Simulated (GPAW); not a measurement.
# How SiC (Moissanite 3C) absorbs and reflects light, part 2 of 2

Wanted: where SiC (Moissanite 3C) starts to absorb, how strongly, and its refractive index.

GPAW 26.7.0; DFT, LDA, plane-wave PAW (GPAW data sets), scalar-relativistic, RPA, optical limit.

So far. Step 2 (Ground state): There is a gap, 1.46 eV on this mesh (points off the mesh can give less), so no carriers' term is needed.

### 4. Dielectric function, RPA

Local fields let the induced charge screen the field inside the cell, which as a rule lowers ε, most along directions where the density is uneven.

This step: DFT, LDA, plane-wave PAW (GPAW data sets), scalar-relativistic, RPA, optical limit (GPAW 26.7.0).

Input file df.py:

```python
from gpaw.response.df import DielectricFunction

df = DielectricFunction('full.gpw', frequencies={'type': 'nonlinear', 'domega0': 0.03, 'omega2': 8},
                        ecut=50,
                        eta=0.15,
                        nbands=17,
                        txt='df.txt')
for direction in ['x']:
    df.get_dielectric_function(xc='RPA', direction=direction, filename=f'df_{direction}.csv')
```

On the command line:

```sh
> OMP_NUM_THREADS=1 python df.py
```

Numbers of over 12 decimals in the logs are rounded to 6 here.

Log:

```text
Using integrator: PointIntegrator
NonLinearFrequencyDescriptor(from 0.000 to 49.084 eV, 463 points)
Nonperiodic BCs:  [False False False]
Using integrator: PointIntegrator
NonLinearFrequencyDescriptor(from 0.000 to 49.084 eV, 463 points)
Nonperiodic BCs:  [False False False]

Calculating chi0 body with:
    Ground state adapter containing:
    Number of spins: 1
    Number of kpoints: 2744
    Number of irreducible kpoints: 104
    Number of completely occupied states: 4
    Number of partially occupied states: 4

    Linear response parametrization:
    q_c: [0.0, 0.0, 0.0]
    Number of frequency points: 463
    Planewave cutoff: 50.0
    Number of bands: 17
    Number of planewaves: 15
    Broadening (eta): 0.15

Integrating chi0 body.

Symmetries of q_c:
    Direct symmetries (Uq -> q): 24
    Indirect symmetries (TUq -> q): 24
In total 48 allowed symmetries.

104 groups of equivalent kpoints. 96.209913% reduction.

Integral kind: spectral function

Calculating chi0 optical extensions with:
    Ground state adapter containing:
    Number of spins: 1
    Number of kpoints: 2744
    Number of irreducible kpoints: 104
    Number of completely occupied states: 4
    Number of partially occupied states: 4

    Linear response parametrization:
    Number of frequency points: 463
    Planewave cutoff: 50.0
    Number of bands: 17
    Number of planewaves: 15
    Broadening (eta): 0.15
Integrating chi0 head and wings.

Symmetries of q_c:
    Direct symmetries (Uq -> q): 24
    Indirect symmetries (TUq -> q): 24
In total 48 allowed symmetries.

104 groups of equivalent kpoints. 96.209913% reduction.

Integral kind: spectral function wings
```

Run time: 3.5 s. Hardware: 1 thread of Arm Neoverse V1, shared host; peak memory 0.19 GiB.

Read-outs, printed or worked out from the files:

| Property | Result |
| --- | --- |
| electronic dielectric constant ε∞, mean over x, y and z (by symmetry where fewer were run) | 6.813 |
| main peak of Im epsilon, first axis | 6.743 eV |

Some rows of df_x.csv (energy; Re and Im without local fields; Re and Im with them):

```text
0.000000, 7.192843, 0.000000, 6.813323, -0.000000
0.429336, 7.215017, 0.015594, 6.833714, 0.014339
0.878195, 7.286908, 0.032795, 6.899812, 0.030149
1.347938, 7.420111, 0.052965, 7.022243, 0.048670
1.840057, 7.633399, 0.078332, 7.218177, 0.071934
2.356191, 7.958461, 0.113008, 7.516553, 0.103678
2.898142, 8.453119, 0.165801, 7.970071, 0.151901
3.467895, 9.238290, 0.260605, 8.688710, 0.238267
4.067647, 10.648361, 0.508096, 9.975977, 0.463114
4.699832, 12.989617, 2.396503, 12.104960, 2.179494
5.367152, 15.037539, 5.739421, 13.971900, 5.108171
6.072622, 15.509774, 11.861176, 14.661442, 10.570919
6.819608, 3.101955, 22.855663, 3.258962, 21.478831
7.611886, 2.373440, 10.411609, 1.683327, 9.244821
8.453705, -5.602007, 13.031745, -3.943333, 12.114069
9.349861, -4.857098, 7.280110, -3.673535, 7.313941
10.305790, -4.626533, 5.095527, -3.928384, 5.247722
11.327680, -3.421907, 2.604170, -3.090331, 2.795784
12.422601, -2.787686, 2.825752, -2.293658, 3.121635
13.598673, -2.167339, 1.616706, -1.959785, 1.825985
```

Values under the direct gap are tails of Lorentzian lines. Table of Im ε, E ∥ x by photon energy; read off at these points:

photon energy (eV), Im ε, E ∥ x and a bar:
```
    0.000        0.0 
    0.250        0.0 
    0.500        0.0 
    0.750        0.0 
    1.000        0.0 
    1.250        0.0 
    1.500        0.1 
    1.750        0.1 
    2.000        0.1 
    2.250        0.1 
    2.500        0.1 
    2.750        0.1 
    3.000        0.2 
    3.250        0.2 
    3.500        0.2 
    3.750        0.3 
    4.000        0.4 #
    4.250        0.6 #
    4.500        1.3 ##
    4.750        2.4 ###
    5.000        3.2 ####
    5.250        4.4 ######
    5.500        6.6 #########
    5.750        7.8 ###########
    6.000        9.4 #############
    6.250       12.8 #################
    6.500       16.2 ######################
    6.750       22.2 ##############################
    7.000       18.6 #########################
    7.250       10.3 ##############
    7.500        9.0 ############
    7.750        9.8 #############
    8.000       11.4 ###############
    8.208       14.3 ###################
    8.250       14.3 ###################
    8.500       11.3 ###############
    8.750        7.9 ###########
    9.000        8.5 ############
    9.250        7.9 ###########
    9.500        6.6 #########
    9.750        5.8 ########
   10.000        6.8 #########
   10.250        5.7 ########
   10.500        5.2 #######
   10.750        4.7 ######
   11.000        3.2 ####
   11.250        2.9 ####
   11.500        2.6 ####
   11.750        2.3 ###
   12.000        2.7 ####
   12.250        3.2 ####
   12.500        3.0 ####
   12.750        2.4 ###
   13.000        1.9 ###
   13.250        1.9 ###
   13.500        1.9 ###
   13.750        1.6 ##
```

Re ε, E ∥ x against photon energy:

photon energy (eV), Re ε, E ∥ x and a bar from the least value:
```
      0.0        6.8 ##################
      0.5        6.8 ##################
      1.0        6.9 ##################
      1.5        7.1 ##################
      2.0        7.3 ##################
      2.5        7.6 ###################
      3.0        8.1 ####################
      3.5        8.7 #####################
      4.0        9.8 ######################
      4.5       11.6 #########################
      5.0       12.8 ###########################
      5.5       14.2 #############################
      6.0       14.6 ##############################
      6.5       13.3 ############################
      7.0       -1.6 ####
      7.5        0.8 ########
      8.0        2.7 ###########
      8.5       -4.3 
      9.0       -2.2 ###
      9.5       -3.6 #
     10.0       -2.8 ###
     10.5       -3.4 #
     11.0       -3.8 #
     11.5       -2.8 ###
     12.0       -1.6 ####
     12.5       -2.5 ###
     13.0       -2.2 ###
     13.5       -1.9 ####
```

The Im ε, E ∥ x has structure finer than the step of the table below, so its rows give means over 0.5 eV, whole bins alone (the curve runs from 0 to 14.0 eV). Peaks (eV: height): without local fields 6.76: 23.7, 8.21: 16.7; with local fields 6.76: 22.2, 8.21: 14.3.

Values under the direct gap are tails of Lorentzian lines. The Im ε, E ∥ x by photon energy; means over each step:

```tsv
photon energy (eV)	without local fields	with local fields
0.5	0.0183	0.0168
1.0	0.0379	0.0348
1.5	0.0605	0.0555
2.0	0.0883	0.0811
2.5	0.126	0.115
3.0	0.180	0.165
3.5	0.272	0.249
4.0	0.481	0.439
4.5	1.54	1.40
5.0	3.60	3.24
5.5	7.13	6.39
6.0	10.9	9.80
6.5	18.3	17.0
7.0	18.4	17.4
7.5	10.3	9.33
8.0	13.9	11.8
8.5	12.2	11.2
9.0	9.07	8.21
9.5	6.70	6.65
10.0	6.44	6.40
10.5	4.93	5.14
11.0	3.21	3.48
11.5	2.46	2.58
12.0	2.74	2.70
12.5	2.63	2.89
13.0	1.85	2.01
13.5	1.65	1.84
```

The reflectivity at normal incidence, E ∥ x has structure finer than the step of the table below, so its rows give means over 0.5 eV, whole bins alone (the curve runs from 0 to 14.0 eV). Peaks (eV: height): 7.10: 55.3, 8.58: 54.2, 9.35: 50.7, 10.88: 60.0, 12.83: 54.5.

Reflectivity at normal incidence, E ∥ x against photon energy; means over each step:

photon energy (eV), reflectivity at normal incidence, E ∥ x (%) and a bar from the least value:
```
      0.5       20.0 
      1.0       20.2 
      1.5       20.6 
      2.0       21.1 #
      2.5       21.9 ##
      3.0       23.0 ##
      3.5       24.5 ####
      4.0       26.7 #####
      4.5       29.9 ########
      5.0       32.6 ##########
      5.5       36.1 #############
      6.0       39.3 ###############
      6.5       46.0 ####################
      7.0       53.2 ##########################
      7.5       40.2 ################
      8.0       41.9 #################
      8.5       52.3 #########################
      9.0       47.4 ######################
      9.5       49.7 #######################
     10.0       47.9 ######################
     10.5       52.5 ##########################
     11.0       58.1 ##############################
     11.5       53.9 ###########################
     12.0       42.9 ##################
     12.5       48.3 ######################
     13.0       52.4 ##########################
     13.5       50.4 ########################
```

The loss function −Im 1/ε at q → 0, E ∥ x has structure finer than the step of the table below, so its rows give means over 0.25 eV, whole bins alone (the curve runs from 0 to 14.0 eV). Peaks (eV: height): 7.438: 0.110, 12.023: 0.278.

Values under the direct gap are tails of Lorentzian lines. Loss function −Im 1/ε at q → 0, E ∥ x against energy loss; means over each step:

```tsv
energy loss (eV)	loss function −Im 1/ε at q → 0, E ∥ x
0.25	1.8e-4
0.50	3.6e-4
0.75	5.4e-4
1.00	7.2e-4
1.25	9.1e-4
1.50	0.00111
1.75	0.00131
2.00	0.00152
2.25	0.00174
2.50	0.00197
2.75	0.00223
3.00	0.00251
3.25	0.00283
3.50	0.00321
3.75	0.00370
4.00	0.00441
4.25	0.00585
4.50	0.00990
4.75	0.0153
5.00	0.0182
5.25	0.0216
5.50	0.0271
5.75	0.0325
6.00	0.0318
6.25	0.0362
6.50	0.0371
6.75	0.0421
7.00	0.0545
7.25	0.0899
7.50	0.108
7.75	0.0968
8.00	0.0824
8.25	0.0708
8.50	0.0782
8.75	0.106
9.00	0.110
9.25	0.106
9.50	0.118
9.75	0.139
10.00	0.127
10.25	0.119
10.50	0.132
10.75	0.119
11.00	0.129
11.25	0.156
11.50	0.180
11.75	0.226
12.00	0.270
12.25	0.232
12.50	0.203
12.75	0.198
13.00	0.227
13.25	0.255
13.50	0.259
13.75	0.260
```

From ε follow the optical constants at some laser and lamp lines:

```tsv
wavelength (nm)	n	k	R (%)	1/α
1550	2.62	0.005	20.1	24 µm
633	2.70	0.015	21.1	3.5 µm
450	2.80	0.024	22.4	1.5 µm
405	2.85	0.030	23.1	1.1 µm
365	2.93	0.038	24.1	759 nm
308	3.14	0.069	26.7	354 nm
248	3.61	0.442	32.7	45 nm
```

Below the direct gap, k and the depth come from the tails of the Lorentzian lines, not from transitions.

Rows near the edge hang on the gap, which this functional as a rule makes too small, and phonon-assisted absorption is left out.

### 5. Outcome

```
electronic dielectric constant ε∞, mean over x, y and z (by symmetry where fewer were run) (RPA) : 6.81
main peak of Im epsilon, first axis                                                              : 6.74 eV
```

In words: At this level (LDA, RPA) SiC has ε∞ = 6.81 and n = 2.62 at 1550 nm, and Im ε peaks at 6.7 eV. On the mesh the gap is 1.31 eV and the least direct gap 4.51 eV, so on this mesh the band edges lie at different points. Local fields change the static value along x from 7.19 to 6.81 (-5 %). Distinct maxima of Im ε, read by a parabola through the highest points, lie at 6.74 eV (22), 8.24 eV (14), 9.07 eV (8.7) and 10.05 eV (6.9). Excitons and phonon-assisted transitions are missing; LDA gaps are as a rule too small, which pulls the onset down and ε∞ up. The sum runs over mesh points, so small or evenly spaced maxima can still be ripples of the mesh.

[Machine, clock and banner lines and Python warnings are left out of the logs.]

[Logs are printed without paths, hosts, clocks, repeated set-up lines and the standing remarks that a program may print on its own settings, such as how far it seeks lower states.]

[Hosts, paths, dates, database ids (printed as entryN), source tags and the programs' standing remarks are cut or masked in the printed files.]
